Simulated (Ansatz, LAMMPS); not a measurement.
# Elastic response of amorphous 64SiO2-25Y2O3-11Al2O3 (mol %) (164 atoms)

How stiff is amorphous 64SiO2-25Y2O3-11Al2O3 (mol %) (164 atoms)?

Method: Kohn-Sham DFT, r2SCAN, PAW (set soft_1), plane waves, in Ansatz 0.2.0.

**1. Starting point**

The cell holds 164 atoms: 28 Si, 22 Y, 10 Al and 104 O. Its edges and angles: a = 13.097 Å, b = 13.097 Å, c = 13.097 Å, α = 90.0°, β = 90.0°, γ = 90.0°. 164 atoms (28 Si, 22 Er, 10 Al, 104 O) placed at random at 4.5 g/cm³, melted at 5000 K for 10 ps at fixed volume with the Morse and Coulomb pair potential with partial charges (Pedone, Malavasi, Menziani, Cormack and Segre, J. Phys. Chem. B 110, 11780 (2006)). Quenched from 5000 K to 300 K at 100 K/ps and fixed volume, held 10 ps at zero pressure, then minimised at fixed cell. Then Er was replaced by Y and the cell scaled by 1.01 (the potential has no terms for the new elements, so the cell is a start for a DFT relaxation).

What the set-up can't give: The quench rate of 100 K/ps far exceeds what a furnace or splat quench reaches, so expect more defects and frozen-in strain than in a real sample. The starting topology of bonds comes from the classical model, and needn't be the one that DFT or experiment would give. Sampling is at Γ alone.

**2. Single point at the start**

The forces at the start show how far the geometry lies from a minimum of this functional.

Contents of input.yaml:

```yaml
crystal:
  lattice:
    - [13.09665, 0.0, 0.0]
    - [0.0, 13.09665, 0.0]
    - [0.0, 0.0, 13.09665]
  atoms:
    - { symbol: Si, position: [0.81881, 0.89531, 0.54816] }
    - { symbol: Si, position: [0.67333, 0.05339, 0.88686] }
    - { symbol: Si, position: [0.51323, 0.76317, 0.12962] }
    - { symbol: Si, position: [0.72965, 0.54738, 0.48249] }
    - { symbol: Si, position: [0.05751, 0.96721, 0.91753] }
    - { symbol: Si, position: [0.40971, 0.57893, 0.0025] }
    - { symbol: Si, position: [0.43306, 0.33945, 0.70948] }
    - { symbol: Si, position: [0.02843, 0.36551, 0.30492] }
    - { symbol: Si, position: [0.52303, 0.45433, 0.52851] }
    - { symbol: Si, position: [0.35994, 0.41963, 0.27326] }
    - { symbol: Si, position: [0.78197, 0.38019, 0.33029] }
    - { symbol: Si, position: [0.57583, 0.84479, 0.34796] }
    - { symbol: Si, position: [0.61504, 0.06943, 0.28227] }
    - { symbol: Si, position: [0.13016, 0.64755, 0.45606] }
    - { symbol: Si, position: [0.78228, 0.6072, 0.15552] }
    - { symbol: Si, position: [0.83174, 0.08727, 0.41562] }
    - { symbol: Si, position: [0.03483, 0.84882, 0.35868] }
    - { symbol: Si, position: [0.80814, 0.82069, 0.27497] }
    - { symbol: Si, position: [0.82525, 0.21707, 0.62966] }
    - { symbol: Si, position: [0.65523, 0.2669, 0.76687] }
    - { symbol: Si, position: [0.15813, 0.5274, 0.18442] }
    - { symbol: Si, position: [0.90285, 0.62978, 0.94795] }
    - { symbol: Si, position: [0.11603, 0.77889, 0.6685] }
    - { symbol: Si, position: [0.15473, 0.99062, 0.21402] }
    - { symbol: Si, position: [0.16231, 0.13754, 0.70978] }
    - { symbol: Si, position: [0.35951, 0.08325, 0.83466] }
    - { symbol: Si, position: [0.22541, 0.79915, 0.86358] }
    - { symbol: Si, position: [0.6557, 0.65208, 0.79374] }
    - { symbol: "Y", position: [0.62027, 0.21966, 0.46285] }
    - { symbol: "Y", position: [0.2247, 0.31139, 0.50141] }
    - { symbol: "Y", position: [0.97241, 0.43055, 0.53638] }
    - { symbol: "Y", position: [0.83402, 0.84972, 0.79695] }
    [... 126 atom lines left out ...]
    - { symbol: O, position: [0.87754, 0.14717, 0.12916] }
    - { symbol: O, position: [0.18785, 0.86549, 0.62753] }
    - { symbol: O, position: [0.18175, 0.71945, 0.76918] }
    - { symbol: O, position: [0.70028, 0.97016, 0.80062] }
    - { symbol: O, position: [0.91952, 0.82781, 0.32582] }
    - { symbol: O, position: [0.62941, 0.76249, 0.09032] }
kpoints:
  mp_grid: { grid: [1, 1, 1] }
hamiltonian:
  xc: r2scan
  pseudopotentials: { kind: paw, azcp: { folder: soft_1 } }
scf:
  occupations: { method: fixed }
output:
  forces: true
```

Launch:

```
> ansatz run input.yaml --threads 4 --pin off --max-ram 15872MiB --backend cpu --events-out ev --progress --plain --runs-dir out
```

Numbers of over 12 decimals in the logs are rounded to 6 here.

Log:

```text
[...]
Pseudopotentials: kind: paw
Pseudopotential: Si, paw, valence charge 4, recommended cutoff 500 eV (meta_gga), soft_1/Si.paw.azcp
Pseudopotential: Y, paw, valence charge 11, recommended cutoff 500 eV (meta_gga), soft_1/Y.paw.azcp
Pseudopotential: Al, paw, valence charge 3, recommended cutoff 500 eV (meta_gga), soft_1/Al.paw.azcp
Pseudopotential: O, paw, valence charge 6, recommended cutoff 500 eV (meta_gga), soft_1/O.paw.azcp
[...]
Crystal: 164 atoms, lattice volume = 2246.367 Å³
Basis set: ecut = 500 eV, 57243 PW (Γ), exchange–correlation on 384×384×384 points (64 copies of the dense FFT grid, shifted against one another)
Bands: 668, of which v1, the nominal top of the filled ones, is band 504 counted from 1 (503 counted from 0)
Symmetry: 1 space group operations
Space group: P1 (ITA 1), of the structure as read, at distance tolerance 1.3e-4 Å
k-points: 1
[...]
Initial density: superposition of atomic densities (chi_scale 0.1, normalization cell, long waves 1 % of neutral atoms (reshape's long-wave potential 1.01 eV rms, cloud 2.56 Å wide))
Initial wavefunctions: pseudopotential atomic-orbital guess
[...]
SCF iter   1: F=—  HF=-167663.078897 eV  |F-HF|=—  |Δ(HF+E_count)|=         —  Δρ=9.07e-2  dr2=3.11e2  dr2_τ=2.33e1  ethr=3.10e-3  ⟨swp⟩=5.0  Hψ=1971  notcnv=0  defer=160
preconditioner: auto → Resta (q_TF=auto, 2.387 Å⁻¹)  ε∞=3.8  [insulator: Δε(μ)=0.056 eV  Ē_g=13.516 eV  n_scr=484 (ndim 8)  ℏωp=22.5 eV  f_vac=0.032  ε∞_Penn≈3.8]
SCF iter   2: F=—  HF=-167608.284062 eV  |F-HF|=—  |Δ(HF+E_count)|=    5.48e1  Δρ=4.39e-2  dr2=5.47e1  dr2_τ=4.64e0  ethr=3.10e-3  ⟨swp⟩=3.0  Hψ=1178  notcnv=0  defer=156
SCF iter   3: F=—  HF=-167604.700984 eV  |F-HF|=—  |Δ(HF+E_count)|=    3.58e0  Δρ=1.96e-2  dr2=1.19e1  dr2_τ=9.16e-1  ethr=3.10e-3  ⟨swp⟩=4.0  Hψ=1074  notcnv=0  defer=154
automatic band count: iteration 3 solves 664 bands in place of 668: the levels show a gap, and the empty bands left out lie too high to hold charge; the band table lists the bands solved (type scf.n_extra_bands for more)
SCF iter   4: F=—  HF=-167603.398328 eV  |F-HF|=—  |Δ(HF+E_count)|=    1.30e0  Δρ=5.78e-3  dr2=1.04e0  dr2_τ=8.95e-2  ethr=1.18e-3  ⟨swp⟩=4.0  Hψ=940  notcnv=0  defer=157
SCF iter   5: F=—  HF=-167603.402387 eV  |F-HF|=—  |Δ(HF+E_count)|=   4.06e-3  Δρ=2.57e-3  dr2=1.77e-1  dr2_τ=1.51e-2  ethr=1.04e-4  ⟨swp⟩=3.0  Hψ=1009  notcnv=0  defer=157
[...]
SCF iter  13: F=—  HF=-167603.438286 eV  |F-HF|=—  |Δ(HF+E_count)|=   4.35e-6  Δρ=4.85e-6  dr2=6.16e-7  dr2_τ=5.23e-8  ethr=2.54e-10  ⟨swp⟩=2.0  Hψ=927  notcnv=0  defer=156
SCF iter  14: F=-167603.438287 eV  HF=-167603.438287 eV  |F-HF|=5.81e-8  |Δ(HF+E_count)|=   8.04e-7  Δρ=1.67e-6  dr2=7.31e-8  dr2_τ=5.69e-9  ethr=9.92e-12  ⟨swp⟩=2.0  Hψ=2044  notcnv=0
SCF 1 converged in 14 iterations: F = -167603.438287 eV  dr2 = 7.31e-8
[...]
SCF converged after 14 iterations
Free energy (F): -167603.438287 eV
Harris-Foulkes:  -167603.438287 eV  (|F-HF|=5.81e-8)
Internal energy: -167603.438287 eV  (E = F + TS)
E sigma→0 (E₀):  -167603.438287 eV
Fermi energy:    4.972114 eV
--- Per-component energies (eV) ---
[...]
Σ components = -167603.438287   (vs F -167603.438287, Δ=0.00e0)
--- Forces (eV/Å), atoms counted from 1 ---
  atom   1  Si    -0.39731436     0.83115487     1.06740593
  atom   2  Si    -0.49561365     0.06763396    -0.20423494
  atom   3  Si     1.62640792     0.23176089    -1.12523549
  atom   4  Si    -1.92560702    -1.14896826    -1.11721977
[...]
atom 164  O     -0.21536741    -0.32413626     0.56827033
  max |Σ_I F_I| component: 1.52e-4 eV/Å
```

It took 2.4 min on 4 threads of Arm Neoverse V1, shared host; peak memory 6.5 GiB.

The r.m.s. force at the start is 0.67 eV/Å.

**3. Cell and atoms relaxed**

The cell is relaxed with the atoms, since the starting lattice needn't suit this functional.

Contents of input.yaml:

```yaml
crystal:
  lattice:
    - [13.09665, 0.0, 0.0]
    - [0.0, 13.09665, 0.0]
    - [0.0, 0.0, 13.09665]
  atoms:
    [... the 164 atom lines of step 2 ...]
kpoints:
  mp_grid: { grid: [1, 1, 1] }
hamiltonian:
  xc: r2scan
  pseudopotentials: { kind: paw, azcp: { folder: soft_1 } }
scf:
  occupations: { method: fixed }
output:
  forces: true
relax:
  f_tol: 0.05
  max_steps: 150
  cell: {}
```

Log:

```text
[...]
Crystal: 164 atoms, lattice volume = 2246.367 Å³
Basis set: ecut = 500 eV, 57243 PW (Γ), exchange–correlation on 384×384×384 points (64 copies of the dense FFT grid, shifted against one another)
Bands: 668, of which v1, the nominal top of the filled ones, is band 504 counted from 1 (503 counted from 0)
Symmetry: 1 space group operations
[...]
k-points: 1
[...]
SCF iter   1: F=—  HF=-167663.078897 eV  |F-HF|=—  |Δ(HF+E_count)|=         —  Δρ=9.07e-2  dr2=3.11e2  dr2_τ=2.33e1  ethr=3.10e-3  ⟨swp⟩=5.0  Hψ=1971  notcnv=0  defer=160
[...]
SCF iter  14: F=-167603.438287 eV  HF=-167603.438287 eV  |F-HF|=5.79e-8  |Δ(HF+E_count)|=   8.04e-7  Δρ=1.67e-6  dr2=7.32e-8  dr2_τ=5.70e-9  ethr=9.92e-12  ⟨swp⟩=2.0  Hψ=2044  notcnv=0
SCF 1 converged in 14 iterations: F = -167603.438287 eV  dr2 = 7.32e-8
[...]
relax step   1: F+E_penalty+E_count = -167603.43828689 eV  Δ(F+E_penalty+E_count) = +0.000e0 eV  max|allowed force component| = 2.122e0 eV/Å  Δτ_max = 0.0000 Å  P = -3.092 GPa  Ω = 2246.367 Å³  (14 SCF iters, dr2 threshold 1.00e-7 eV, accepted)
[... from here on, the SCF cycles and remarks between the steps are left out ...]
relax step   2: F+E_penalty+E_count = -167607.11561432 eV  Δ(F+E_penalty+E_count) = -3.677e0 eV  max|allowed force component| = 1.466e0 eV/Å  Δτ_max = 0.1949 Å  P = +0.810 GPa  Ω = 2166.743 Å³  energy of the carried Pulay correction = +5.086e-2 eV  (8 SCF iters, dr2 threshold 1.64e-5 eV, accepted)
relax step   3: F+E_penalty+E_count = -167608.13384352 eV  Δ(F+E_penalty+E_count) = -1.018e0 eV  max|allowed force component| = 9.053e-1 eV/Å  Δτ_max = 0.0945 Å  P = +0.559 GPa  Ω = 2169.662 Å³  energy of the carried Pulay correction = +4.894e-2 eV  (7 SCF iters, dr2 threshold 1.64e-5 eV, accepted)
relax step   4: F+E_penalty+E_count = -167609.15765997 eV  Δ(F+E_penalty+E_count) = -1.024e0 eV  max|allowed force component| = 3.187e-1 eV/Å  Δτ_max = 0.2000 Å  P = +0.097 GPa  Ω = 2170.564 Å³  energy of the carried Pulay correction = +4.835e-2 eV  (7 SCF iters, dr2 threshold 1.64e-5 eV, accepted)
relax step   5: F+E_penalty+E_count = -167609.47727341 eV  Δ(F+E_penalty+E_count) = -3.196e-1 eV  max|allowed force component| = 1.941e-1 eV/Å  Δτ_max = 0.2000 Å  P = -0.006 GPa  Ω = 2166.351 Å³  energy of the carried Pulay correction = +5.112e-2 eV  (8 SCF iters, dr2 threshold 6.35e-6 eV, accepted)
relax step   6: F+E_penalty+E_count = -167609.64238745 eV  Δ(F+E_penalty+E_count) = -1.651e-1 eV  max|allowed force component| = 1.823e-1 eV/Å  Δτ_max = 0.2000 Å  P = -0.109 GPa  Ω = 2160.778 Å³  energy of the carried Pulay correction = +5.480e-2 eV  (9 SCF iters, dr2 threshold 2.35e-6 eV, accepted)
relax step   7: F+E_penalty+E_count = -167609.67345653 eV  Δ(F+E_penalty+E_count) = -3.107e-2 eV  max|allowed force component| = 1.834e-1 eV/Å  Δτ_max = 0.0311 Å  P = +0.013 GPa  Ω = 2159.689 Å³  energy of the carried Pulay correction = +5.552e-2 eV  (7 SCF iters, dr2 threshold 2.08e-6 eV, accepted)
relax step   8: F+E_penalty+E_count = -167609.70186448 eV  Δ(F+E_penalty+E_count) = -2.841e-2 eV  max|allowed force component| = 1.350e-1 eV/Å  Δτ_max = 0.2000 Å  P = -0.003 GPa  Ω = 2158.488 Å³  energy of the carried Pulay correction = +5.631e-2 eV  (9 SCF iters, dr2 threshold 2.10e-6 eV, accepted)
relax step   9: F+E_penalty+E_count = -167609.70469891 eV  Δ(F+E_penalty+E_count) = -2.834e-3 eV  max|allowed force component| = 1.961e-1 eV/Å  Δτ_max = 0.2000 Å  P = +0.029 GPa  Ω = 2157.426 Å³  energy of the carried Pulay correction = +5.701e-2 eV  (9 SCF iters, dr2 threshold 1.14e-6 eV, accepted)
relax step  10: F+E_penalty+E_count = -167609.72265171 eV  Δ(F+E_penalty+E_count) = -1.795e-2 eV  max|allowed force component| = 1.189e-1 eV/Å  Δτ_max = 0.0335 Å  P = -0.004 GPa  Ω = 2158.666 Å³  energy of the carried Pulay correction = +5.619e-2 eV  (7 SCF iters, dr2 threshold 2.40e-6 eV, accepted)
relax step  11: F+E_penalty+E_count = -167609.77252754 eV  Δ(F+E_penalty+E_count) = -4.988e-2 eV  max|allowed force component| = 1.332e-1 eV/Å  Δτ_max = 0.2000 Å  P = -0.025 GPa  Ω = 2160.437 Å³  energy of the carried Pulay correction = +5.502e-2 eV  (9 SCF iters, dr2 threshold 8.84e-7 eV, accepted)
relax step  12: F+E_penalty+E_count = -167609.71789870 eV  Δ(F+E_penalty+E_count) = +5.463e-2 eV  max|allowed force component| = 6.362e-1 eV/Å  Δτ_max = 0.1606 Å  P = -0.052 GPa  Ω = 2161.180 Å³  energy of the carried Pulay correction = +5.453e-2 eV  (8 SCF iters, dr2 threshold 1.11e-6 eV, rejected (line search))
relax step  13: F+E_penalty+E_count = -167609.80160685 eV  Δ(F+E_penalty+E_count) = -2.908e-2 eV  max|allowed force component| = 8.079e-2 eV/Å  Δτ_max = 0.0803 Å  P = -0.028 GPa  Ω = 2161.907 Å³  energy of the carried Pulay correction = +5.405e-2 eV  (12 SCF iters, accepted)
relax step  14: F+E_penalty+E_count = -167609.82190301 eV  Δ(F+E_penalty+E_count) = -2.030e-2 eV  max|allowed force component| = 1.088e-1 eV/Å  Δτ_max = 0.1000 Å  P = +0.006 GPa  Ω = 2162.474 Å³  energy of the carried Pulay correction = +5.367e-2 eV  (9 SCF iters, dr2 threshold 4.08e-7 eV, accepted)
[...]
relax step  23: F+E_penalty+E_count = -167610.08893586 eV  Δ(F+E_penalty+E_count) = -3.897e-2 eV  max|allowed force component| = 1.092e-1 eV/Å  Δτ_max = 0.0975 Å  P = -0.033 GPa  Ω = 2169.428 Å³  energy of the carried Pulay correction = +4.909e-2 eV  (12 SCF iters, accepted)
relax step  24: F+E_penalty+E_count = -167610.11139142 eV  Δ(F+E_penalty+E_count) = -2.246e-2 eV  max|allowed force component| = 4.975e-2 eV/Å  Δτ_max = 0.1000 Å  P = -0.002 GPa  Ω = 2170.781 Å³  energy of the carried Pulay correction = +4.821e-2 eV  (8 SCF iters, dr2 threshold 7.45e-7 eV, accepted)
relax step  25: F+E_penalty+E_count = -167610.11357735 eV  Δ(F+E_penalty+E_count) = -2.186e-3 eV  max|allowed force component| = 8.857e-2 eV/Å  Δτ_max = 0.0666 Å  P = -0.010 GPa  Ω = 2172.555 Å³  energy of the carried Pulay correction = +4.704e-2 eV  (12 SCF iters, accepted)
relax step  26: F+E_penalty+E_count = -167610.12753660 eV  Δ(F+E_penalty+E_count) = -1.396e-2 eV  max|allowed force component| = 1.554e-1 eV/Å  Δτ_max = 0.2000 Å  P = -0.051 GPa  Ω = 2175.575 Å³  energy of the carried Pulay correction = +4.507e-2 eV  (9 SCF iters, dr2 threshold 4.90e-7 eV, accepted)
relax step  27: F+E_penalty+E_count = -167610.13482482 eV  Δ(F+E_penalty+E_count) = -7.288e-3 eV  max|allowed force component| = 2.807e-1 eV/Å  Δτ_max = 0.1365 Å  P = -0.100 GPa  Ω = 2176.196 Å³  energy of the carried Pulay correction = +4.466e-2 eV  (8 SCF iters, dr2 threshold 1.51e-6 eV, accepted)
relax step  28: F+E_penalty+E_count = -167610.15579966 eV  Δ(F+E_penalty+E_count) = -2.097e-2 eV  max|allowed force component| = 1.770e-1 eV/Å  Δτ_max = 0.0367 Å  P = +0.025 GPa  Ω = 2174.270 Å³  energy of the carried Pulay correction = +4.592e-2 eV  (7 SCF iters, dr2 threshold 4.92e-6 eV, accepted)
relax step  29: F+E_penalty+E_count = -167610.21590995 eV  Δ(F+E_penalty+E_count) = -6.011e-2 eV  max|allowed force component| = 1.737e-1 eV/Å  Δτ_max = 0.2000 Å  P = -0.058 GPa  Ω = 2178.049 Å³  energy of the carried Pulay correction = +4.345e-2 eV  (9 SCF iters, dr2 threshold 1.96e-6 eV, accepted)
relax step  30: F+E_penalty+E_count = -167610.20504609 eV  Δ(F+E_penalty+E_count) = +1.086e-2 eV  max|allowed force component| = 2.376e-1 eV/Å  Δτ_max = 0.2000 Å  P = +0.048 GPa  Ω = 2171.445 Å³  energy of the carried Pulay correction = +4.777e-2 eV  (9 SCF iters, dr2 threshold 1.89e-6 eV, rejected (line search))
relax step  31: F+E_penalty+E_count = -167610.24816584 eV  Δ(F+E_penalty+E_count) = -3.226e-2 eV  max|allowed force component| = 1.616e-1 eV/Å  Δτ_max = 0.0971 Å  P = +0.025 GPa  Ω = 2175.745 Å³  energy of the carried Pulay correction = +4.495e-2 eV  (12 SCF iters, accepted)
relax step  32: F+E_penalty+E_count = -167610.26252428 eV  Δ(F+E_penalty+E_count) = -1.436e-2 eV  max|allowed force component| = 5.262e-2 eV/Å  Δτ_max = 0.0739 Å  P = +0.006 GPa  Ω = 2174.554 Å³  energy of the carried Pulay correction = +4.573e-2 eV  (7 SCF iters, dr2 threshold 1.63e-6 eV, accepted)
relax step  33: F+E_penalty+E_count = -167610.26468242 eV  Δ(F+E_penalty+E_count) = -2.158e-3 eV  max|allowed force component| = 2.642e-2 eV/Å  Δτ_max = 0.0258 Å  P = +0.011 GPa  Ω = 2174.683 Å³  energy of the carried Pulay correction = +4.565e-2 eV  (8 SCF iters, dr2 threshold 1.73e-7 eV, accepted)
relax step  34: F+E_penalty+E_count = -167610.20974363 eV  Δ(F+E_penalty+E_count) = +5.494e-2 eV  max|allowed force component| = 2.696e-2 eV/Å  Δτ_max = 0.0000 Å  P = +0.020 GPa  Ω = 2174.683 Å³  stress off target by 2.90e-2 GPa  SCF on the basis re-selected at this cell (its energy is not comparable with the rows above)  (7 SCF iters)
basis re-selected at this cell: Δ(F+E_penalty+E_count) = +5.494e-2 eV, ΔP = +0.009 GPa vs the last step (what re-selecting the basis moved, of the pressure what is left beyond the Pulay correction that the steps carried, after the strain that the cell walked since its last selection, [...]
SCF converged after 7 iterations
Free energy (F): -167610.209744 eV
[...]
Internal energy: -167610.209744 eV  (E = F + TS)
E sigma→0 (E₀):  -167610.209744 eV
Fermi energy:    5.298496 eV
[...]
--- Forces (eV/Å), atoms counted from 1 ---
  atom   1  Si     0.00198649     0.00948542    -0.00797504
  atom   2  Si     0.00605083     0.00196826     0.00181830
  atom   3  Si     0.00887425     0.00647966     0.00100726
  atom   4  Si     0.00308039    -0.00969298    -0.00194153
  atom   5  Si    -0.00449574     0.00957714     0.00379920
  atom   6  Si    -0.00151697    -0.00479177     0.00300778
  atom   7  Si     0.01090726    -0.00736773     0.00180705
  atom   8  Si    -0.00946612    -0.01099527     0.00214193
  atom   9  Si     0.00109143    -0.01936847    -0.00065717
  atom  10  Si     0.01524075    -0.00954693    -0.00025310
  atom  11  Si    -0.00055622    -0.00676978     0.00305497
  atom  12  Si     0.01226590     0.00617021    -0.00853788
  atom  13  Si     0.00638567     0.00213205    -0.00139714
  atom  14  Si    -0.01692451    -0.00100072     0.00690425
[...]
atom 163  O      0.00881932    -0.00158718     0.00442232
  atom 164  O     -0.00904968    -0.00636724     0.00151361
  max |Σ_I F_I| component: 8.06e-5 eV/Å
--- Stress (GPa, compression-positive) ---
        0.018645       0.006502      -0.010031
        0.006526       0.023993       0.005104
       -0.010032       0.005102       0.017896
  P = ⅓ Tr σ = 0.0202 GPa (0.202 kbar)
--- Relaxed structure (33 steps of the walk, 30 accepted, 1 SCFs on fresh bases) ---
  F+E_penalty+E_count = -167610.20974363 eV   max|allowed force component| = 2.696e-2 eV/Å   (the final SCF, on the basis selected at the relaxed cell)
  cell:  # Å, volume = 2174.6828 Å³
    - [12.753014, -0.151649, -0.098532]
    - [-0.151649, 13.001141, -0.180175]
    - [-0.098532, -0.180175, 13.121117]
  atoms:
    - { symbol: Si, position: [0.807571, 0.893094, 0.551818] }
    - { symbol: Si, position: [0.667435, 0.061442, 0.892487] }
    - { symbol: Si, position: [0.510394, 0.766387, 0.109432] }
    - { symbol: Si, position: [0.726184, 0.527199, 0.486695] }
[...]
- { symbol: O, position: [0.629145, 0.752972, 0.080398] }
```

Wall time 59 min (4 threads); peak memory 6.5 GiB; 3.9 h of CPU time.

The relaxation converged after 33 steps, with a largest force component of 0.027 eV/Å.

(Continued in part 2 of 2.)

[Logs are printed without paths, hosts, clocks, repeated set-up lines and the standing remarks that a program may print on its own settings, such as how far it seeks lower states.]

[Hosts, paths, dates, database ids (printed as entryN), source tags and the programs' standing remarks are cut or masked in the printed files.]
